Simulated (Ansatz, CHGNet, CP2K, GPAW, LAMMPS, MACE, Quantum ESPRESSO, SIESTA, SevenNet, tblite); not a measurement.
# Liquid Al48Cu52 (at. %) at 1200 K (61 atoms): other programs against plane waves

One geometry of liquid Al48Cu52 (at. %) at 1200 K (61 atoms) is solved by several programs and methods. How far do their forces lie from a plane-wave PBE run?

Results are calculated, not measured.

In doubt: a PseudoDojo file used here is known to give poor structures and forces (SIESTA), which bears on pressures, cells, forces and phonons.

### 1. The structure

The cell holds 61 atoms (29 Al and 32 Cu), with edges of 9.89, 9.89 and 9.89 Å. Recipe: 61 atoms (29 Al, 32 Cu) placed at random at 4.85 g/cm³, melted at 1800 K for 10 ps at fixed volume with the EAM Al-Cu potential (Cai and Ye, Phys. Rev. B 54, 8398 (1996)). Snapshot at the end of a hold of 10 ps at 1200 K and zero pressure. The density is 4.84 g/cm³.

### 2. The reference input

Quantum ESPRESSO 7.5: Kohn-Sham DFT, PBE, SSSP efficiency 1.3.0 pseudopotentials, plane waves. Its input, pw.in:

```
&control
  calculation = 'scf'
  pseudo_dir = './pseudo'
  outdir = './tmp'
  disk_io = 'none'
  tprnfor = .true.
  tstress = .true.
/
&system
  ibrav = 0
  nat = 61
  ntyp = 2
  ecutwfc = 60
  ecutrho = 480
  nosym = .true.
  occupations = 'smearing'
  smearing = 'fd'
  degauss = 0.003675
/
&electrons
  conv_thr = 3.0e-07
  electron_maxstep = 100
  mixing_beta = 0.2
  mixing_mode = 'local-TF'
  diagonalization = 'david'
/
ATOMIC_SPECIES
Al 26.982 Al.upf
Cu 63.546 Cu.upf
CELL_PARAMETERS angstrom
9.88823 0.00000 0.00000
0.00000 9.88823 0.00000
0.00000 0.00000 9.88823
ATOMIC_POSITIONS crystal
Al 0.32497 0.89123 0.48824
Al 0.09827 0.88673 0.37050
Al 0.29542 0.72106 0.94084
Al 0.29704 0.19238 0.04728
[... 55 atom lines left out ...]
Cu 0.53603 0.68157 0.05527
Cu 0.24947 0.31302 0.29179
K_POINTS gamma
```

```console
$ OMP_NUM_THREADS=1 mpirun -np 4 pw.x -in pw.in > output.txt
```

The job ended after 2.9 min (4 MPI ranks of Arm Neoverse V2, shared host; peak memory 3.4 GiB).

It converged with an r.m.s. force component of 0.74 eV/Å and a pressure of -3.4 GPa.

### 3. The other programs

- CHGNet: machine-learned potential, published weights.
- CP2K 2026.2: Gaussian basis with GTH pseudopotentials and a plane-wave density; labels give functional, basis (MOLOPT sets; SR short-range, UZH the newer set with its own potentials), grid cutoff/relative cutoff and solver (OT: orbital transformation; TRS4, TC2, SIGN: linear-scaling purification with its sparsity filter), or its built-in tight binding.
- GPAW 26.7.0: PAW with atomic orbitals (LCAO), plane waves or a real-space grid of spacing h.
- MACE: machine-learned potential, published weights.
- SIESTA 5.4.2: numerical atomic orbitals, whose automatically made sets are far from complete, with PseudoDojo norm-conserving potentials that we converted to its format (checked against plane waves on the same files for H, C, O, Si, Ge and Ca alone); labels give functional, basis size, energy shift and mesh cutoff.
- SevenNet: machine-learned potential, published weights.
- tblite 0.8.0: extended tight binding, driven from Python.

All use the same cell and atoms, and the electronic-structure runs the same k-mesh.

### 4. All runs compared

Differences are against the reference: forces as r.m.s. over components, share as that over the reference's r.m.s. force, slope as the fitted ratio of a run's forces to the reference's.

```csv
run,"Δ force, r.m.s. (meV/Å)",share (%),slope,Δ pressure (GPa),cores,CPU time,memory (GiB)
reference,-,-,-,-,4,12 min,3.4
CHGNet 0.3.0 potential,191,25.8,1.031,-1.89,1,3.3 s,0.93
"CP2K PBE+D3, DZVP-UZH, 800/50 Ry, diagonalisation",38.9,5.25,0.995,-2.95,4,15 min,7.0
"CP2K PBE, DZVP-UZH, 280/50 Ry, diagonalisation (coarse)",911,123,1.078,2.36,4,13 min,3.5
"CP2K PBE, DZVP-UZH, 800/50 Ry, diagonalisation",24.5,3.31,1.010,0.335,4,15 min,7.0
"CP2K PBE, SZV-MOLOPT-SR, 800/50 Ry, diagonalisation (coarse)",180,24.4,1.161,6.81,2,4.5 min,4.0
"GPAW LDA, LCAO dzp, h 0.2 Å",97.6,13.2,0.927,-,1,4.1 min,1.3
"GPAW PBE, LCAO dzp, h 0.2 Å",45.1,6.09,1.038,-,1,4.6 min,1.3
"GPAW PBE, LCAO dzp, h 0.2 Å, other mixer settings",45.3,6.12,1.037,-,1,5.9 min,1.2
"GPAW PBE, LCAO sz(dzp), h 0.2 Å (coarse)",215,29.0,1.067,-,1,63 s,0.97
"GPAW PBE, plane waves 550 eV",13.6,1.83,1.009,0.628,2,7.5 min,1.4
MACE MPA-0 medium potential,146,19.7,1.003,-0.275,1,6.8 s,0.85
"SIESTA PBE, DZ, shift 0.01 Ry, mesh 500 Ry (coarse)",260,35.1,1.161,1.75,2,5.8 min,1.7
"SIESTA PBE, DZP, shift 0.01 Ry, mesh 500 Ry",74.6,10.1,1.061,-1.26,2,16 min,2.7
"SIESTA PBE, DZP, shift 0.01 Ry, mesh 700 Ry",74.6,10.1,1.061,-1.26,4,22 min,4.0
"SIESTA PBE, SZP, shift 0.01 Ry, mesh 500 Ry (coarse)",171,23.1,1.116,0.178,2,12 min,2.4
"SIESTA PBE, TZP, shift 0.01 Ry, mesh 500 Ry",63.2,8.53,1.055,-1.39,4,22 min,3.6
SevenNet 0 potential,187,25.3,1.055,-2.42,1,6.7 s,0.75
tblite GFN1-xTB,585,79.1,0.900,19.3,1,6.1 s,0.13
```

Rows marked coarse were listed beforehand as settings not expected to be converged; some can still land near the reference.

Times of the machine-learned potentials are mostly Python's start and the loading of weights.

Runs without a result: CP2K GFN1-xTB, diagonalisation (not converged); tblite GFN2-xTB (not converged).

CPU time is summed over cores on shared hosts, so it is rough.

### 5. Findings

Forces lie from 1.8 % (GPAW PBE, plane waves 550 eV) to 123 % (CP2K PBE, DZVP-UZH, 280/50 Ry, diagonalisation, coarse) of the reference's r.m.s. force of 0.74 eV/Å away from it. Other PBE runs on plane waves or a grid: GPAW PBE, plane waves 550 eV 1.8 % of the r.m.s. force; the reference has errors of its own, so differences under a few per cent don't tell which side is nearer the exact PBE result. The PBE runs in local orbitals, coarse settings apart, differ by 3.3 % (CP2K PBE, DZVP-UZH, 800/50 Ry, diagonalisation) to 10 % (SIESTA PBE, DZP, shift 0.01 Ry, mesh 500 Ry); basis, grid and potentials can all enter. Tight binding differs by 79 % (tblite GFN1-xTB); it is another model, with fitted parameters of its own, and the xTB methods hold dispersion.

Machine-learned potentials differ by 20 % (MACE MPA-0 medium potential) to 26 % (CHGNet 0.3.0 potential); they were trained on other programs' data. Rows with another functional or a dispersion term differ by 5.2 % (CP2K PBE+D3, DZVP-UZH, 800/50 Ry, diagonalisation) to 13 % (GPAW LDA, LCAO dzp, h 0.2 Å), which mixes the change of model with differences of basis and potentials. Runs with settings chosen to be coarse differ by 23 % (SIESTA PBE, SZP, shift 0.01 Ry, mesh 500 Ry) to 123 % (CP2K PBE, DZVP-UZH, 280/50 Ry, diagonalisation), their programs' other errors included. CP2K PBE, SZV-MOLOPT-SR, 800/50 Ry, diagonalisation stiffens the forces by a factor of 1.16 while following their directions (correlation 0.988). From CP2K PBE, DZVP-UZH, 280/50 Ry, diagonalisation to the finer CP2K PBE, DZVP-UZH, 800/50 Ry, diagonalisation the share falls from 123 to 3.3 %. From SIESTA PBE, DZP, shift 0.01 Ry, mesh 500 Ry to the finer SIESTA PBE, DZP, shift 0.01 Ry, mesh 700 Ry the share goes from 10.1 to 10.1 %, so the grid isn't what parts these runs from the reference. Pressures at PBE, coarse settings apart, lie -1.39 to +0.63 GPa from the reference's.

**Limits.** Periodic xTB results under one method name differ between programs and library versions. The potentials hold different valence shells: 439 electrons in the reference, 695 in SIESTA; this bears on time and differences. The reference's pressure holds the uncorrected Pulay stress of its 60 Ry basis, so small pressure differences may be the reference's own error. A potential file of the SIESTA runs is in doubt, which bears on their forces and pressure. The frame stands for 1200 K, but pressures are static and levels are smeared at 580 K, under the temperature of the frame, which matters where levels are partly filled. The electron count is odd in these runs, and they have no spin polarisation, so the unpaired electron is spread evenly over both spins. Machine-learned potentials mimic data converged in k, so the reference's own k-point error enters their differences. The network of bonds at the start is that of the classical potential that made the cell, and needn't be the one that DFT or experiment would give. The reference's stress is far from hydrostatic: its diagonal is -5.1, -2.1, -3.0 GPa, compression counted positive. The electron count is odd and the run has no spin polarisation, so levels at the top are partly filled by construction. The electronic-structure runs sample only Γ, in a cell whose shortest periodic width is 10 Å, which is coarse for a cell with partly filled levels. Where levels are smeared, the DFT runs use Fermi–Dirac occupations at 580 K (0.05 eV), and energies are free energies. The reference's cutoffs and mesh weren't converged further here.

[Logs are printed without paths, hosts, clocks, repeated set-up lines and the standing remarks that a program may print on its own settings, such as how far it seeks lower states.]

[Hosts, paths, dates, database ids (printed as entryN), source tags and the programs' standing remarks are cut or masked in the printed files.]

[Cells were taken only where this reference lay near another plane-wave run.]
